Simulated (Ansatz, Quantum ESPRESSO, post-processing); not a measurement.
# Ballistic transmission: Pb(111) with two reversed steps (an extrinsic fault), part 4 of 4

Wanted: the transmission near the Fermi level and the conductance of this junction: Pb(111) with two reversed steps (an extrinsic fault).

Quantum ESPRESSO 7.5; plane-wave DFT, PBE, GBRV ultrasoft pseudopotentials; cross-check by Ansatz 0.2.0 with PAW datasets.

So far. Step 2 (Self-consistent run): The run needed 8 iterations to bring the estimated error under 1e-07 Ry; the largest force on any atom, held or free, is 0.07 eV/Å. Step 3 (Transmission with pwcond.x): At no point does T exceed the number of channels.

### 5. Cross-check with Ansatz

As a check, the same structure is run in Ansatz.

Level of this step: plane-wave DFT, PBE, Ansatz PAW (Ansatz 0.2.0).

Contents of input.yaml:

```yaml
crystal:
  lattice:
    - [3.5567471094, 0.0, 0.0]
    - [1.7783735547, 3.0802333515, 0.0]
    - [0.0, 0.0, 46.4651496644]
  atoms:
    - { symbol: Pb, position: [0.0, 0.0, 0.0] }
    - { symbol: Pb, position: [0.333333333, 0.333333333, 0.0625] }
    - { symbol: Pb, position: [0.666666667, 0.666666667, 0.125] }
    - { symbol: Pb, position: [0.0, 0.0, 0.1875] }
    - { symbol: Pb, position: [0.333333333, 0.333333333, 0.25] }
    - { symbol: Pb, position: [0.666666667, 0.666666667, 0.3125] }
    - { symbol: Pb, position: [0.333333333, 0.333333333, 0.375] }
    - { symbol: Pb, position: [0.0, 0.0, 0.4375] }
    - { symbol: Pb, position: [0.333333333, 0.333333333, 0.5] }
    - { symbol: Pb, position: [0.666666667, 0.666666667, 0.5625] }
    - { symbol: Pb, position: [0.0, 0.0, 0.625] }
    - { symbol: Pb, position: [0.333333333, 0.333333333, 0.6875] }
    - { symbol: Pb, position: [0.666666667, 0.666666667, 0.75] }
    - { symbol: Pb, position: [0.0, 0.0, 0.8125] }
    - { symbol: Pb, position: [0.333333333, 0.333333333, 0.875] }
    - { symbol: Pb, position: [0.666666667, 0.666666667, 0.9375] }
kpoints:
  mp_grid: { grid: [8, 8, 1] }
hamiltonian:
  xc: pbe
scf:
  occupations: { method: fermi_dirac, width: 0.1 }
  convergence: { dr2_threshold: 1.0e-08 }
output:
  transmission: { leads: [[0, 3]], e_range: [-0.4, 0.4], de: 0.4, kmesh: [8, 8] }
  write_potential: true
  write_density: true
  volumetric_format: npy
  elf: true
```

Run with:

```console
ansatz run input.yaml --threads 4 --pin off --max-ram 8192MiB --backend cpu --events-out ev --progress --plain --runs-dir out
```

Numbers of over 12 decimals in the logs are rounded to 6 here.

Output:

```text
Engine: ansatz 0.2.0, aarch64-unknown-linux-gnu
Pseudopotentials: kind: paw
Pseudopotential: Pb, paw, valence charge 14, recommended cutoff 420 eV (normal), Pb.paw.azcp
Functional definition: PBE
  parameter kappa = 0.804
  parameter beta = 0.066725
  exchange = pbe_x(kappa = kappa, mu = beta*pi^2/3)
  correlation = pbe_c(beta = beta)
Crystal: 16 atoms, lattice volume = 509.054 Å³
Basis set: ecut = 420 eV, 9845 PW (Γ)
Bands: 135, of which v1, the nominal top of the filled ones, is band 112 counted from 1 (111 counted from 0)
Symmetry: 12 space group operations
Space group: P-3m1 (ITA 164), of the structure as read, at distance tolerance 8.0e-5 Å
k-points: 10 of 64
Non-local potential: Pb, projectors of the file, l = 0: 2, l = 1: 2, l = 2: 2, l = 3: 2
PAW form: soft (Blöchl's): semilocal exchange-correlation on the pseudo side does not see the compensation charge
PAW one-centre angular grid: Pb, 590 points (default); XC on 64 Gauss nodes
Initial density: superposition of atomic densities (neutral atoms: chi_scale 0, normalization atom), corrected by the library's trained network
Initial wavefunctions: pseudopotential atomic-orbital guess
Functional: x = pbe(κ = 0.804, μ = 0.219515), c = pbe(β = 0.066725)
SCF iter   1: F=—  HF=-190502.881621 eV  |F-HF|=—  |Δ(HF+E_count)|=         —  Δρ=5.77e-4  dr2=9.92e-2  ethr=1.77e-3  ⟨swp⟩=7.8  Hψ=5941  notcnv=0  defer=1
preconditioner: auto → Kerker (q_TF=auto, 2.379 Å⁻¹)  [metal: Δε(μ)=0.093 eV  Ē_g=15.947 eV  σ=0.100 eV  W_gap=0.22  n_scr=148 (ndim 8)  ℏωp=24.6 eV  f_vac=0.000  D(μ)=6.11/eV (n_scr^D=20)]
SCF iter   2: F=—  HF=-190502.887011 eV  |F-HF|=—  |Δ(HF+E_count)|=   5.39e-3  Δρ=4.05e-4  dr2=5.49e-2  ethr=4.43e-5  ⟨swp⟩=1.2  Hψ=1565  notcnv=0  defer=1
SCF iter   3: F=—  HF=-190502.887342 eV  |F-HF|=—  |Δ(HF+E_count)|=   3.31e-4  Δρ=1.02e-4  dr2=4.63e-3  ethr=2.45e-5  ⟨swp⟩=1.0  Hψ=1290  notcnv=0  defer=1
SCF iter   4: F=—  HF=-190502.887338 eV  |F-HF|=—  |Δ(HF+E_count)|=   3.46e-6  Δρ=8.77e-5  dr2=3.97e-4  ethr=2.07e-6  ⟨swp⟩=1.0  Hψ=1290  notcnv=0  defer=1
SCF iter   5: F=—  HF=-190502.887346 eV  |F-HF|=—  |Δ(HF+E_count)|=   8.13e-6  Δρ=1.94e-5  dr2=7.38e-6  ethr=1.77e-7  ⟨swp⟩=1.1  Hψ=1293  notcnv=0  defer=1
SCF iter   6: F=—  HF=-190502.887474 eV  |F-HF|=—  |Δ(HF+E_count)|=   1.27e-4  Δρ=5.40e-6  dr2=1.17e-6  ethr=3.30e-9  ⟨swp⟩=2.1  Hψ=1595  notcnv=0  defer=1
SCF iter   7: F=—  HF=-190502.887474 eV  |F-HF|=—  |Δ(HF+E_count)|=   4.95e-8  Δρ=1.15e-6  dr2=4.49e-8  ethr=5.21e-10  ⟨swp⟩=1.3  Hψ=1502  notcnv=0  defer=1
SCF iter   8: F=-190502.887474 eV  HF=-190502.887474 eV  |F-HF|=6.90e-9  |Δ(HF+E_count)|=   3.38e-9  Δρ=3.85e-7  dr2=8.25e-9  ethr=4.46e-12  ⟨swp⟩=7.7  Hψ=4394  notcnv=0
SCF 1 converged in 8 iterations: F = -190502.887474 eV  dr2 = 8.25e-9
  greatest PAW one-centre occupation: 0.978 electrons in one spin orbital (limit 2), on the Pb atom at site 9 (counted from 0), in its partial waves of l = 2
transmission: 58 of 580 steps passed
transmission: 116 of 580 steps passed
[...]
transmission: 580 of 580 steps passed
SCF converged after 8 iterations
Free energy (F): -190502.887474 eV
Harris-Foulkes:  -190502.887474 eV  (|F-HF|=6.90e-9)
Internal energy: -190502.670979 eV  (E = F + TS)
E sigma→0 (E₀):  -190502.779226 eV
Entropy (-TS):   -0.216495 eV (-13.531 meV/atom)
Fermi energy:    10.293847 eV
--- Per-component energies (eV) ---
  E_band       = -735.971202
  E_kinetic    = 4614.238726
  E_local      = -16750.696296  (includes V_loc(G=0)·N_el)
  E_nonlocal   = 5592.469107
  E_hartree    = 6638.320452
  E_xc         = -3529.194314
  E_vxc        = -2115.397180  (∫ρ·V_xc dr)
  E_paw        = -166487.400328  (= ΣΔE_a)
  E_vpaw       = -5353.227913  (= ΣTr[D̂ρ^β])
  E_aug_tail   = 0.000770  (compensation charges beyond the density's cutoff)
  E_ewald      = -20580.409096
  E_smearing   = -0.216495  (= −TS)
  E_closure    = 0.000000  (closes the sum)
  Σ components = -190502.887474   (vs F -190502.887474, Δ=0.00e0)
--- Band table (eV; the first three rows and the last of 10) ---
  k-point 0: bands = [... 108 lower, 14.6385, 15.5836, 15.5836, 15.6368, 15.6368, 15.6369, 15.6369, 15.7896, ... 19 higher]
  k-point 1: bands = [... 108 lower, 13.3019, 13.4046, 13.4746, 13.6561, 13.6964, 13.9259, 14.0171, 14.3325, ... 19 higher]
  k-point 2: bands = [... 108 lower, 10.6333, 10.7904, 10.9523, 11.1395, 11.3675, 11.5201, 11.7619, 12.0698, ... 19 higher]
  k-point 9: bands = [... 108 lower, 8.3644, 8.3912, 8.5117, 8.6369, 9.1881, 9.2524, 9.2697, 9.4927, ... 19 higher]
--- Transmission ---
  basis      : 91 plane waves across, 58 finite elements along
  points     : 10, standing for a mesh of 8 x 8
  energies   : 3 from -0.400000 to 0.400000 eV about the Fermi level, 0.400000 eV apart; the leads are filled to 0.000000 eV, and channels, transmission and decay are at 0.000000 eV
  crystal 0  : Pb3, at the sites [0, 3], period 8.7122 Å, over 43.56 Å; its Hamiltonian steps by up to 12.6 meV
    offset         : up to 0.0000 Å between an atom of the period and one for which it stands
    channels       : 1.234375e0 a spin
    conductance    : none, the energies end too early or step too widely for 300 K: set another output.transmission.e_range or a lower de, or, where they end at an eighth of basis.ecutwfc, a higher one
    slowest decay  : 0.1068 /Å at (0.5000, 0.0000)
  junction   : crystal 0 to crystal 0, -4.36 to 33.40 Å
    transmission   : 1.108107e0 a spin
    conductance    : none, the energies end too early or step too widely for 300 K: set another output.transmission.e_range or a lower de, or, where they end at an eighth of basis.ecutwfc, a higher one
```

Run time: 19 s. Hardware: 4 threads of Arm Neoverse V2, shared host; peak memory 1.7 GiB; 74 s of CPU time.

This step gave:

```
free energy                                  : -190502.8875 eV
energy at zero smearing                      : -190502.7792 eV
smearing term TS                             : 0.2165 eV
Fermi energy                                 : 10.29 eV
symmetry operations                          : 12
transmission at the Fermi level, one spin    : 1.108
lead channels at the Fermi level, one spin   : 1.234
step of the lead's Hamiltonian over a period : 12.6 meV
```

Per spin; mean over the k mesh across the current. Transmission, zone mean against energy, zero at the Fermi level:

| energy (eV) | transmission, zone mean |
| --- | --- |
| -0.400 | 1.14 |
| 0.000 | 1.11 |
| 0.400 | 1.17 |

Per spin; mean over the k mesh across the current. The open channels, zone mean by energy, zero at the Fermi level:

| energy (eV) | open channels, zone mean |
| --- | --- |
| -0.400 | 1.33 |
| 0.000 | 1.23 |
| 0.400 | 1.42 |

Electrostatic potential energy in the ca plane at fractional y = 0.333, with atoms of Pb within 0.2 Å of it. With pseudopotentials it is smooth inside the atoms' cores, unlike the true potential.

Ten even steps from '0' (-30 eV) to '9' (13 eV), each cell a mean:
```
89999999999987678999999999998767899987678999
89999999999987568999999999998766899987568999
89999888999988788999988899998878899988788999
99997423799999899999742378999989999999899999
99972000279999999997200027999999999999999998
99960141069999999996014106999999999999999997
99971020069999999997102006999999999999999997
99985000489999999998510048999999999999999998
99998767899998889999876789999888999998889999
```
Columns run along c (16.0 Å, from fractional 0.33 to 0.67 of the cell; values clipped at the 3rd and 97th percentile), rows up along a (3.6 Å). Atoms in or near the plane, at fractional coordinates: Pb at (0.38, 0.33), Pb at (0.50, 0.33).

ELF in the ca plane at fractional y = 0.333, with atoms of Pb within 0.2 Å of it. It is the smooth field of the valence electrons, not physical close to the nuclei.

Ten even steps from '0' (0.00) to '9' (0.40), each cell a mean:
```
86445666544689998644566654468999865689998644
87444555444789998744455544468999865689998744
86457787754688988645778875468898864678988645
65579999975567776557999997556777643467776557
55689635986455554468963598655555432345555568
45798101797544444579810179755444322234444579
45799202897544544479930289755554322234555579
54689979986456665458997998655666543356665558
75468999864578887546899986457888754578887546
```
Columns run along c (16.0 Å, from fractional 0.33 to 0.67 of the cell), rows up along a (3.6 Å). Atoms in or near the plane, at fractional coordinates: Pb at (0.38, 0.33), Pb at (0.50, 0.33).

Ansatz finds T = 1.11 against pwcond's 1.03.

### 6. All levels side by side

All levels:

| step | T at the Fermi level (per spin) | conductance (G0) | r.m.s. T(E) from the first | CPU time of the step (s) | peak memory (GiB) |
| --- | --- | --- | --- | --- | --- |
| Ansatz | 1.108 | - | 0 | 74.44 | 1.746 |
| pwcond | 1.027 | 1.027 | 0.07413 | 455 | 0.4 |
| pwcond, changed setting | 1.029 | 1.029 | 0.07447 | 137.2 | 0.26 |

Per spin; mean over the k mesh across the current. Table of transmission, zone mean by energy, zero at the Fermi level:

| energy (eV) | Ansatz | pwcond | pwcond, changed setting |
| --- | --- | --- | --- |
| -0.400 | 1.14 | 1.24 | 1.24 |
| 0.000 | 1.11 | 1.03 | 1.03 |
| 0.400 | 1.17 | 1.15 | 1.15 |

### 7. The arithmetic

The Landauer sum over the mesh, Σ w T = 0.1875 × 1.93 + 0.1875 × 0.999 + 0.0938 × 1 + … = 1.027.

G = 1.03 × 77.48 µS = 79.6 µS a cell. Times the area of 10.956 Å², the resistance-area product is A/G = 1.38 fΩ m², the leads' contact resistance included.

Free electrons at 4 an atom (3 atoms in 95.4 Å³) have k_F = 1.550 1/Å and offer A k_F²/4π = 2.09 channels per spin; the lead has 1.14 on this mesh.

### 8. What came out

```json
{
  "conductance from T at the Fermi level, a cell (G₀ = 2e²/h)": "1.03 G₀",
  "conductance per area": "727 S/μm²",
  "lead channels per spin": "1.14",
  "the same conductance by Ansatz": "1.11 G₀"
}
```

What this shows: The junction conducts 1.03 G₀ a cell at the Fermi level (PBE, GBRV ultrasoft). At the Fermi level the junction passes 90 % of what the leads offer, nearly all. At the Fermi level pwcond and Ansatz differ by 7.3 %. The codes count unlike numbers of lead channels on 9 % of the mesh. The mean rests on 10 distinct points, the heaviest weighing 0.19, and the mesh was not tested, so even the second digit is unsure. Over -0.4 to 0.4 eV, T lies between 1.0 and 1.2 per spin. The geometry is as built, not relaxed, and the leads are short. Spin-orbit coupling is left out; depending on the atoms that carry the levels of interest, it can split and shift them by tenths of an eV to an eV or more.

[Logs are printed without paths, hosts, clocks, repeated set-up lines and the standing remarks that a program may print on its own settings, such as how far it seeks lower states.]

[Hosts, paths, dates, database ids (printed as entryN), source tags and the programs' standing remarks are cut or masked in the printed files.]

[Maps of the electrostatic potential energy from Ansatz leave out the sawtooth potential of an applied field or a dipole correction, so their vacuum need not be flat; planar profiles and work functions include it.]
